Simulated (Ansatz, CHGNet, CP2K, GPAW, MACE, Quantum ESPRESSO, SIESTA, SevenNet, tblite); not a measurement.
**SIESTA runs on random packing of 40Si3N4-60SiO2 (mol %) (92 atoms)**

Wanted: SIESTA inputs and outputs for random packing of 40Si3N4-60SiO2 (mol %) (92 atoms), checked against a plane-wave reference.

Method: the method is named at each step, in SIESTA 5.4.2.

## (1) The starting structure

The cell holds 92 atoms: 36 Si, 32 N and 24 O. Cell: a = 10.618 Å, b = 10.618 Å, c = 10.618 Å, α = 90.0°, β = 90.0°, γ = 90.0°. 92 atoms (36 Si, 32 N, 24 O) packed at random in a cube at 2.56 g/cm³ and pushed apart as soft spheres, cations and anions kept from their own kind; a start for melting by ab initio MD, not an equilibrated structure. Then every atom was moved at random, 0.05 Å r.m.s. a Cartesian component.

The yardstick, on the same geometry:

| Item | Value |
| --- | --- |
| method | Kohn-Sham DFT, PBE, PAW, plane waves (Ansatz 0.2.0); cutoff 420 eV, Γ point, fermi-dirac smearing of 0.05 eV; PAW set soft_2 |
| r.m.s. force component | 1.615 eV/Å |
| longest force | 5.308 eV/Å |
| pressure | -13.61 GPa |
| SCF cycles | 12 |
| time | 16 s on 4 threads of Arm Neoverse V1, shared host |
| CPU time | 61 s |

## (2) PBE, DZP, shift 0.01 Ry, mesh 500 Ry

Method: Kohn-Sham DFT, PBE, PseudoDojo 0.4.1 norm-conserving pseudopotentials (converted to PSML), numerical atomic orbitals (DZP), diagonalisation.

The .psml files are PseudoDojo norm-conserving potentials that we converted to this format, checked against plane waves on the same files for H, C, O, Si, Ge and Ca alone.

Contents of input.fdf:

```
SystemLabel cell
NumberOfAtoms 92
NumberOfSpecies 3
%block ChemicalSpeciesLabel
  1 14 Si
  2 7 N
  3 8 O
%endblock ChemicalSpeciesLabel
LatticeConstant 1.0 Ang
%block LatticeVectors
  10.61780 0.00000 0.00000
  0.00000 10.61780 0.00000
  0.00000 0.00000 10.61780
%endblock LatticeVectors
PAO.BasisSize DZP
PAO.EnergyShift 0.01 Ry
XC.Functional GGA
XC.Authors PBE
MeshCutoff 500 Ry
%block kgrid_Monkhorst_Pack
  1 0 0 0.0
  0 1 0 0.0
  0 0 1 0.0
%endblock kgrid_Monkhorst_Pack
SolutionMethod diagon
OccupationFunction FD
ElectronicTemperature 580 K
SCF.Mixer.Method Pulay
SCF.Mixer.Weight 0.15
SCF.Mixer.History 8
SCF.Mix Hamiltonian
MaxSCFIterations 300
SCF.DM.Tolerance 1e-04
SCF.H.Tolerance 1.0e-3 eV
WriteForces T
Write.HirshfeldPop T
Write.VoronoiPop T
Write.DM F
Write.H F
XML.Write F
AtomicCoordinatesFormat Fractional
%block AtomicCoordinatesAndAtomicSpecies
  0.21098 0.28188 0.03810 1
  0.01739 0.62506 0.03996 1
  0.04966 0.99366 0.75042 1
  0.46118 0.81824 0.44508 1
  0.35870 0.60179 0.89665 1
  0.53428 0.47117 0.65541 1
  0.02659 0.25359 0.77312 1
  0.71986 0.28942 0.69050 1
  0.35563 0.12499 0.61692 1
  0.18153 0.72390 0.20374 1
  0.86288 0.72757 0.18514 1
  0.65300 0.89397 0.12778 1
  0.90113 0.27377 0.98965 1
  0.56129 0.96565 0.82001 1
  0.68923 0.42165 0.00968 1
  0.87985 0.49656 0.87418 1
  0.44676 0.04611 0.02104 1
  0.66027 0.66000 0.77168 1
  0.75309 0.40544 0.25256 1
  0.29003 0.42107 0.22466 1
  0.37314 0.63402 0.65369 1
  0.46983 0.36091 0.91476 1
  0.91980 0.95964 0.95931 1
  0.35064 0.36566 0.45914 1
  0.68923 0.86414 0.51710 1
  0.14579 0.14677 0.49218 1
  0.75548 0.48012 0.52712 1
  0.44246 0.97506 0.25858 1
  0.92142 0.76006 0.80352 1
  0.23024 0.82357 0.54636 1
  0.01419 0.55025 0.68133 1
  0.74403 0.11253 0.52957 1
  0.51799 0.49218 0.28708 1
  0.02750 0.77344 0.41530 1
  0.74181 0.11724 0.87774 1
  0.26450 0.27842 0.78950 1
  0.59831 0.16024 0.19802 2
  0.37587 0.20855 0.88526 2
  0.77280 0.60171 0.10074 2
  0.15375 0.49280 0.75448 2
  0.47242 0.66758 0.53577 2
  0.78907 0.69700 0.90137 2
  0.89110 0.87962 0.70246 2
  0.01839 0.36902 0.26296 2
  0.41943 0.30036 0.12835 2
  0.83612 0.17353 0.33174 2
  0.22192 0.15825 0.19144 2
  0.45689 0.23762 0.41245 2
  0.82930 0.94203 0.22371 2
  0.18505 0.37966 0.55491 2
  0.20551 0.96371 0.62431 2
  0.23159 0.57178 0.05496 2
  0.40488 0.29888 0.63604 2
  0.14064 0.88793 0.86996 2
  0.98493 0.11457 0.56170 2
  0.14869 0.11979 0.87250 2
[... 32 atom lines left out ...]
  0.62495 0.32358 0.54506 3
  0.49561 0.10037 0.72628 3
  0.06842 0.63862 0.29760 3
  0.50602 0.72724 0.03236 3
%endblock AtomicCoordinatesAndAtomicSpecies
```

Launch:

```
$ OMP_NUM_THREADS=1 mpirun -np 2 siesta < input.fdf > output.txt
```

What it wrote:

```text
Version         : 5.4.2
reinit: System Name:
reinit: System Label: cell
initatom: Reading input for the pseudopotentials and atomic orbitals ----------
Species number:   1 Atomic number:   14 Label: Si
Species number:   2 Atomic number:    7 Label: N
Species number:   3 Atomic number:    8 Label: O
Ground state valence configuration (from tables):   3s02  3p02  3d00  4f00
Ground state valence configuration (from tables):   2s02  2p03  3d00  4f00
Ground state valence configuration (from tables):   2s02  2p04  3d00  4f00
---- Processing specs for species: Si
GGA--PBE XC_GGA_X_PBE--XC_GGA_C_PBE pb
---- Processing specs for species: N
GGA--PBE XC_GGA_X_PBE--XC_GGA_C_PBE pb
---- Processing specs for species: O
GGA--PBE XC_GGA_X_PBE--XC_GGA_C_PBE pb
Si pseudopotential only contains V_ls up to l=2 -- lmxkb reset.
N pseudopotential only contains V_ls up to l=1 -- lmxkb reset.
O pseudopotential only contains V_ls up to l=2 -- lmxkb reset.
Using PAO.SplitTailNorm
%block ChemicalSpeciesLabel
    1   14 Si                      # Species index, atomic number, species label
    2    7 N                       # Species index, atomic number, species label
    3    8 O                       # Species index, atomic number, species label
%endblock ChemicalSpeciesLabel
%block PAO.Basis                 # Define Basis set
Si                    2                    # Species label, number of l-shells
 n=3   0   2                         # n, l, Nzeta
   5.392      3.847
   1.000      1.000
 n=3   1   2 P   1                   # n, l, Nzeta, Polarization, NzetaPol
   6.844      4.952
   1.000      1.000
N                     2                    # Species label, number of l-shells
 n=2   0   2                         # n, l, Nzeta
   3.944      2.617
   1.000      1.000
 n=2   1   2 P   1                   # n, l, Nzeta, Polarization, NzetaPol
[...]
O                     2                    # Species label, number of l-shells
 n=2   0   2                         # n, l, Nzeta
[...]
1.000      1.000
 n=2   1   2 P   1                   # n, l, Nzeta, Polarization, NzetaPol
   4.300      2.782
   1.000      1.000
%endblock PAO.Basis
coor:   Atomic-coordinates input format  =     Fractional
siesta: System type = bulk
initatomlists: Number of atoms, orbitals, and projectors:     92  1196  1216
siesta: ******************** Simulation parameters ****************************
Total number of electrons:   448.000000
Total ionic charge:   448.000000
 Kpoints in:            1 . Kpoints trimmed:            1
siesta: k-grid: Number of k-points = 1
siesta: k-points from Monkhorst-Pack grid
siesta: k-cutoff (effective) =     5.309 Ang
siesta: k-point supercell and displacements
siesta: k-grid:     1     0     0      0.000
siesta: k-grid:     0     1     0      0.000
siesta: k-grid:     0     0     1      0.000
                     ====================================
                        Single-point calculation
                     ====================================
outcell: Unit cell vectors (Ang):
       10.617800    0.000000    0.000000
        0.000000   10.617800    0.000000
        0.000000    0.000000   10.617800
outcell: Cell vector modules (Ang)   :   10.617800   10.617800   10.617800
outcell: Cell angles (23,13,12) (deg):     90.0000     90.0000     90.0000
outcell: Cell volume (Ang**3)        :   1197.0261
Gamma-point calculation with multiply-connected orbital pairs
Gamma-point calculation with multiply-connected orbital pairs
Folding of H and S implicitly performed
Folding of H and S implicitly performed
new_DM -- step:     1
Initializing Density Matrix...
Attempting to read DM from file... Failed...
DM filled with atomic data:
InitMesh: MESH = 144 x 144 x 144 = 2985984
InitMesh: Mesh cutoff (required, used) =   500.000   508.344 Ry
stepf: Fermi-Dirac step function
        iscf     Eharris(eV)        E_KS(eV)     FreeEng(eV)     dDmax    Ef(eV) dHmax(eV)
   scf:    1   -23367.859729   -23671.681238   -23672.031998  1.651528 -5.364532 23.509580
   scf:    2   -22751.875976   -23520.579902   -23521.030022  1.273933 -4.906334 54.650926
   scf:    3   -23417.953036   -23740.631319   -23741.038270  1.180918 -4.893993 29.058830
   scf:    4   -23741.526830   -23801.323877   -23801.756294  0.944852 -4.952561 16.297197
   scf:    5   -23757.171793   -23806.887504   -23807.375582  0.684756 -4.921789 14.537658
   scf:    6   -23792.138894   -23815.739030   -23816.236564  0.541903 -4.898652  8.428333
[...]
scf:   36   -23824.077002   -23824.076996   -23824.600260  0.000036 -5.035449  0.001228
   scf:   37   -23824.077025   -23824.077011   -23824.600260  0.000080 -5.035428  0.001746
   scf:   38   -23824.076992   -23824.077002   -23824.600260  0.000055 -5.035415  0.000653
SCF Convergence by DM+H criterion
max |DM_out - DM_in|         :     0.0000554978
max |H_out - H_in|      (eV) :     0.0006525083
SCF cycle converged after 38 iterations
Using DM_out to compute the final energy and forces
siesta: E_KS(eV) =           -23824.0770
siesta: E_KS - E_eggbox =    -23824.0770
siesta: Atomic forces (eV/Ang):
     1   -0.191012   -2.650833    2.238793
     2    1.505903   -0.810214   -0.998081
     3    1.659114   -1.495485   -1.822905
     4   -1.740212   -1.347476   -0.669773
     5   -1.327150    1.987896    2.828844
     6    0.483091   -3.091042    0.058558
[...]
90   -1.131306   -1.570848   -1.127789
    91    0.546360    2.621715    0.272888
    92    0.005647   -0.192663    0.034030
----------------------------------------
   Tot   -0.006268   -0.001809    0.008174
----------------------------------------
   Max    4.872830
   Res    1.562881    sqrt( Sum f_i^2 / 3N )
----------------------------------------
   Max    4.872830    constrained
Stress tensor Voigt[x,y,z,yz,xz,xy] (kbar):      118.45      131.67      115.65       -1.65        0.31        9.11
(Free)E + p*V (eV/cell)   -23915.6916
Target enthalpy (eV/cell)   -23824.6003
siesta: Program's energy decomposition (eV):
siesta: Ebs     =     -5402.583700
siesta: Eions   =     37161.466023
siesta: Ena     =      7236.768526
siesta: Ekin    =     14265.256333
siesta: Enl     =     -1701.871525
siesta: DEna    =       225.340072
siesta: DUscf   =        21.457764
siesta: Ex      =     -6172.652755
siesta: Ec      =      -536.909395
siesta: Exc     =     -6709.562150
siesta: Eharris =    -23824.076992
siesta: Etot    =    -23824.077002
siesta: FreeEng =    -23824.600260
siesta: Final energy (eV):
siesta:  Band Struct. =   -5402.583700
siesta:       Kinetic =   14265.256333
siesta:       Hartree =    7070.512882
siesta:         Exch. =   -6172.652755
siesta:         Corr. =    -536.909395
siesta:   Exch.-corr. =   -6709.562150
siesta:  Ion-electron =  -26474.381082
siesta:       Ion-ion =  -11975.902985
siesta:         Total =  -23824.077002
siesta:         Fermi =      -5.035415
siesta: Stress tensor (static) (eV/Ang**3):
siesta:     0.073928    0.005683    0.000195
siesta:     0.005683    0.082181   -0.001032
siesta:     0.000195   -0.001032    0.072185
siesta: Cell volume =       1197.026105 Ang**3
siesta: Pressure (static):
siesta:                Solid            Molecule  Units
siesta:          -0.00082881         -0.00121734  Ry/Bohr**3
siesta:          -0.07609805         -0.11177120  eV/Ang**3
siesta:        -121.92252532       -179.07720447  kBar
    Orbital volume contribution        =          39.809690 eV
    (Free)E + p_basis*V_orbitals       =      -23784.790570 eV
    (Free)Eharris+ p_basis*V_orbitals  =      -23784.790561 eV
Hirshfeld Atomic Populations:
Atom #   charge [q] valence [e]  Species
     1     0.198608    3.801392  Si
     2     0.178609    3.821391  Si
     3     0.245550    3.754450  Si
     4     0.251901    3.748099  Si
     5     0.236982    3.763018  Si
     6     0.265121    3.734879  Si
[...]
37    -0.033213    5.033213  N
    38    -0.160033    5.160033  N
    39    -0.160393    5.160393  N
    40    -0.130598    5.130598  N
    41    -0.238293    5.238293  N
    42    -0.190550    5.190550  N
[...]
69    -0.104450    6.104450  O
    70    -0.149142    6.149142  O
    71    -0.118654    6.118654  O
    72    -0.183860    6.183860  O
    73    -0.183203    6.183203  O
    74    -0.107815    6.107815  O
[...]
--------------------
 Total    -0.000028
Voronoi Atomic Populations:
Atom #   charge [q] valence [e]  Species
[...]
34     0.312455    3.687545  Si
    35     0.250488    3.749512  Si
    36     0.273760    3.726240  Si
[...]
66    -0.259752    5.259752  N
    67    -0.208030    5.208030  N
    68    -0.225234    5.225234  N
[...]
90    -0.244254    6.244254  O
    91    -0.213421    6.213421  O
    92    -0.247724    6.247724  O
--------------------
 Total    -0.000028
```

Wall time 7.9 min (2 MPI ranks of Arm Neoverse V1, shared host); peak memory 2.3 GiB.

Banners, paths, timers and routine set-up lines are dropped from the logs unmarked, and long logs keep their key lines alone; longer cuts are marked.

Compared with the plane-wave run:

| Property | Result |
| --- | --- |
| r.m.s. force component | 1.563 eV/Å |
| r.m.s. difference of force components | 238 meV/Å |
| longest difference of force vectors | 775.2 meV/Å |
| force difference over r.m.s. force | 14.73 % |
| slope of forces against the reference's | 0.9573 |
| correlation of force components | 0.9893 |
| pressure | -12.19 GPa |
| pressure difference | 1.415 GPa |

Length of the force difference by element (eV/Å):

```
element  atoms  mean  most
      N     32  0.31  0.59
      O     24  0.38  0.78
     Si     36  0.42  0.75
```

Local excerpt of 11 atoms (numbers count through the whole input) about Si6, picked at random; x, y, z are measured from there.

```
atom      x      y      z  distance (Å)  Hirshfeld charge (e)     Fx     Fy  Fz (eV/Å)
 Si6   0.00   0.00   0.00          0.00                  0.27   0.48  -3.09       0.06
 O72   1.02   0.40   1.59          1.93                 -0.18  -1.99  -0.84       0.11
 O74  -1.65   0.37   1.01          1.97                 -0.11   1.36  -0.34       0.19
 O81   1.38   1.39  -0.43          2.00                 -0.14  -0.01  -0.67      -2.07
 O89   0.96  -1.57  -1.17          2.18                 -0.12   1.89   3.72       0.19
 N53  -1.37  -1.83  -0.21          2.30                 -0.18  -1.92   0.74       0.58
Si21  -1.71   1.73  -0.02          2.43                  0.23  -4.87   2.03      -1.36
 N41  -0.66   2.09  -1.27          2.53                 -0.24  -0.91   0.92      -1.78
Si18   1.34   2.00   1.23          2.71                  0.32   1.83   3.33       2.11
Si27   2.35   0.10  -1.36          2.72                  0.29   3.37   2.24      -2.60
 Si8   1.97  -1.93   0.37          2.78                  0.15  -1.41  -2.32      -1.63
```

Forces lie 15 % from the reference's, at 15 times its CPU time (on 2 against 4 cores).

## (3) PBE, SZ, shift 0.01 Ry, mesh 500 Ry

Method: Kohn-Sham DFT, PBE, PseudoDojo 0.4.1 norm-conserving pseudopotentials (converted to PSML), numerical atomic orbitals (SZ), diagonalisation.

input.fdf: that of step 2 with these lines changed.

```diff
@@ -14,3 +14,3 @@
 %endblock LatticeVectors
-PAO.BasisSize DZP
+PAO.BasisSize SZ
 PAO.EnergyShift 0.01 Ry
```

Launch:

```
$ OMP_NUM_THREADS=1 siesta < input.fdf > output.txt
```

What it wrote:

```text
Version         : 5.4.2
reinit: System Name:
reinit: System Label: cell
initatom: Reading input for the pseudopotentials and atomic orbitals ----------
Species number:   1 Atomic number:   14 Label: Si
Species number:   2 Atomic number:    7 Label: N
Species number:   3 Atomic number:    8 Label: O
Ground state valence configuration (from tables):   3s02  3p02  3d00  4f00
[... lines left out ...]
SCF Convergence by DM+H criterion
[... lines left out ...]
SCF cycle converged after 45 iterations
[... lines left out ...]
   Max    7.806265
[... lines left out ...]
   Max    7.806265    constrained
Stress tensor Voigt[x,y,z,yz,xz,xy] (kbar):      -82.07      -41.75      -61.53        6.22      -12.60       16.07
[... lines left out ...]
siesta: FreeEng =    -23716.262756
[... lines left out ...]
siesta:         Fermi =      -4.255159
[... lines left out ...]
siesta:          61.78605810         25.95318176  kBar
[... lines left out ...]
    (Free)Eharris+ p_basis*V_orbitals  =      -23696.417193 eV
Hirshfeld Atomic Populations:
Atom #   charge [q] valence [e]  Species
     1     0.207610    3.792390  Si
     2     0.189461    3.810539  Si
     3     0.340351    3.659649  Si
[...]
37    -0.053385    5.053385  N
    38    -0.199528    5.199528  N
    39    -0.188327    5.188327  N
[...]
69    -0.148412    6.148412  O
    70    -0.178715    6.178715  O
    71    -0.177011    6.177011  O
[...]
--------------------
 Total    -0.000037
Voronoi Atomic Populations:
Atom #   charge [q] valence [e]  Species
[...]
35     0.278078    3.721922  Si
    36     0.324986    3.675014  Si
[...]
67    -0.225444    5.225444  N
    68    -0.245571    5.245571  N
[...]
91    -0.203248    6.203248  O
    92    -0.188388    6.188388  O
--------------------
 Total    -0.000037
```

It took 4.7 min on 1 thread; peak memory 0.94 GiB.

Numbers from this run, and their distance from the reference:

```
r.m.s. force component                  : 1.911 eV/Å
r.m.s. difference of force components   : 1590 meV/Å
longest difference of force vectors     : 5341 meV/Å
force difference over r.m.s. force      : 98.42 %
slope of forces against the reference's : 0.7153
correlation of force components         : 0.6047
pressure                                : 6.179 GPa
pressure difference                     : 19.79 GPa
```

This is a coarse setting, run to see what it loses.

Against the first run (15 %), the force difference from the reference is 98 %, at 0.30 times the CPU time (on 1 against 2 cores), with 368 basis functions against 1196: the smaller basis costs accuracy.

## (4) PBE, SZP, shift 0.01 Ry, mesh 500 Ry

Method: Kohn-Sham DFT, PBE, PseudoDojo 0.4.1 norm-conserving pseudopotentials (converted to PSML), numerical atomic orbitals (SZP), diagonalisation.

input.fdf: that of step 3 with these lines changed.

```diff
@@ -14,3 +14,3 @@
 %endblock LatticeVectors
-PAO.BasisSize SZ
+PAO.BasisSize SZP
 PAO.EnergyShift 0.01 Ry
```

Launch:

```
$ OMP_NUM_THREADS=1 mpirun -np 2 siesta < input.fdf > output.txt
```

What it wrote:

```text
Version         : 5.4.2
reinit: System Name:
reinit: System Label: cell
initatom: Reading input for the pseudopotentials and atomic orbitals ----------
Species number:   1 Atomic number:   14 Label: Si
Species number:   2 Atomic number:    7 Label: N
Species number:   3 Atomic number:    8 Label: O
Ground state valence configuration (from tables):   3s02  3p02  3d00  4f00
[... lines left out ...]
SCF Convergence by DM+H criterion
[... lines left out ...]
SCF cycle converged after 42 iterations
[... lines left out ...]
   Max    5.491380
[... lines left out ...]
   Max    5.491380    constrained
Stress tensor Voigt[x,y,z,yz,xz,xy] (kbar):       83.92      104.75       85.72        0.24       -4.39       12.17
[... lines left out ...]
siesta: FreeEng =    -23803.023171
[... lines left out ...]
siesta:         Fermi =      -5.022154
[... lines left out ...]
siesta:         -91.46244440       -144.11846071  kBar
[... lines left out ...]
    (Free)Eharris+ p_basis*V_orbitals  =      -23770.047024 eV
Hirshfeld Atomic Populations:
Atom #   charge [q] valence [e]  Species
     1     0.214594    3.785406  Si
     2     0.192152    3.807848  Si
     3     0.271835    3.728165  Si
[...]
37    -0.038219    5.038219  N
    38    -0.174777    5.174777  N
    39    -0.184194    5.184194  N
[...]
69    -0.117830    6.117830  O
    70    -0.163316    6.163316  O
    71    -0.133369    6.133369  O
[...]
--------------------
 Total    -0.000029
Voronoi Atomic Populations:
Atom #   charge [q] valence [e]  Species
[...]
35     0.301932    3.698068  Si
    36     0.330834    3.669166  Si
[...]
67    -0.248276    5.248276  N
    68    -0.281667    5.281667  N
[...]
91    -0.243039    6.243039  O
    92    -0.218554    6.218554  O
--------------------
 Total    -0.000029
```

Wall time 6.7 min (2 MPI ranks); peak memory 2.1 GiB.

Compared with the plane-wave run:

- r.m.s. force component: 1.588 eV/Å
- r.m.s. difference of force components: 564.9 meV/Å
- longest difference of force vectors: 1717 meV/Å
- force difference over r.m.s. force: 34.98 %
- slope of forces against the reference's: 0.9219
- correlation of force components: 0.9379
- pressure: -9.146 GPa
- pressure difference: 4.461 GPa

This is a coarse setting, run to see what it loses.

Against the first run (15 %), the force difference from the reference is 35 %, at 0.85 times the CPU time, with 828 basis functions against 1196: the smaller basis costs accuracy.

[end of part 1 of 2]

[Also dropped from logs without a mark: logging warnings of Python, and SIESTA's first energy breakdown and zero terms.]

[Logs are printed without paths, hosts, clocks, repeated set-up lines and the standing remarks that a program may print on its own settings, such as how far it seeks lower states.]

[Hosts, paths, dates, database ids (printed as entryN), source tags and the programs' standing remarks are cut or masked in the printed files.]
